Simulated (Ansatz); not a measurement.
# Settings and their price: H-capped CdS nanowire along [112] (50 atoms)

The cell holds 50 atoms: 15 Cd, 13 S and 22 H. Its edges and angles: a = 21.004 Å, b = 20.598 Å, c = 7.126 Å, α = 90.0°, β = 90.0°, γ = 90.0°. It derives from CdS (zinc-blende). Hexagon section of size parameter 5.53 Å cut from zinc-blende CdS (a = 5.818 Å) along [112], 1 period, broken bonds capped with H, 10 Å of vacuum. Regions: wire, 28 atoms (15 Cd and 13 S); hydrogen, 22 atoms (22 H). Vacuum lies along a and b. The structure repeats along c.

Geometry: as built.

Reference run: Kohn-Sham DFT, PBE, PAW (set soft_2), plane waves (Ansatz 0.2.0), cutoff 420 eV, k-mesh 1×1×2, fermi-dirac smearing of 0.025 eV.

```
r.m.s. force component                           : 0.4859 eV/Å
spacing of highest filled and lowest empty level : 0.0881 eV
SCF cycles                                       : 25
time                                             : 99 s on 4 threads of Arm Neoverse V1, shared host
```

**Question.** The same geometry is run again with each of these changes. How far do the results move, and how long does each run take?
- support functions medium
- support functions low
- support functions medium, radius 4.22 Å

Each row is set against the plane-wave reference (Kohn-Sham DFT, PBE, PAW (set soft_2), plane waves; r.m.s. force component 0.486 eV/Å). Energies are set beside the reference only for runs with its functional, potentials and electron count. Times are for 4 threads of Arm Neoverse V1, shared host. The reference's time includes the DOS and grids, which some other runs skip.

```
                                    run  Δ force, r.m.s. (meV/Å)  share of r.m.s. force (%)  Δ energy (meV/atom)  cycles     time  host memory (GiB)
                              reference                        -                          -                    -      25     99 s                6.5
               support functions medium                     1.47                      0.302                -1.88      32  3.2 min                3.7
                  support functions low                     1.47                      0.303                -1.88      27  2.9 min                3.6
support functions medium, radius 4.22 Å                     1.45                      0.299                -1.88      32  3.1 min                3.6
```

Among numerical settings the force difference runs from 1.5 meV/Å (support functions medium, radius 4.22 Å) to 1.5 meV/Å (support functions low). At 50 atoms the fastest of the runs at a preset level, support functions low, takes roughly 1.8 times the time of plane waves (whose run also made extra analyses), in 27 SCF cycles against 25. Differences between support functions and plane waves include what basis error the plane-wave run still has. The force difference hardly changes among these support-function runs, which points to the basis of the plane-wave reference as its main source. 

[Long decimals in the printed logs are rounded to 6 places.]

[Logs are printed without paths, hosts, clocks, repeated set-up lines and the standing remarks that a program may print on its own settings, such as how far it seeks lower states.]

[Hosts, paths, dates, database ids (printed as entryN), source tags and the programs' standing remarks are cut or masked in the printed files.]
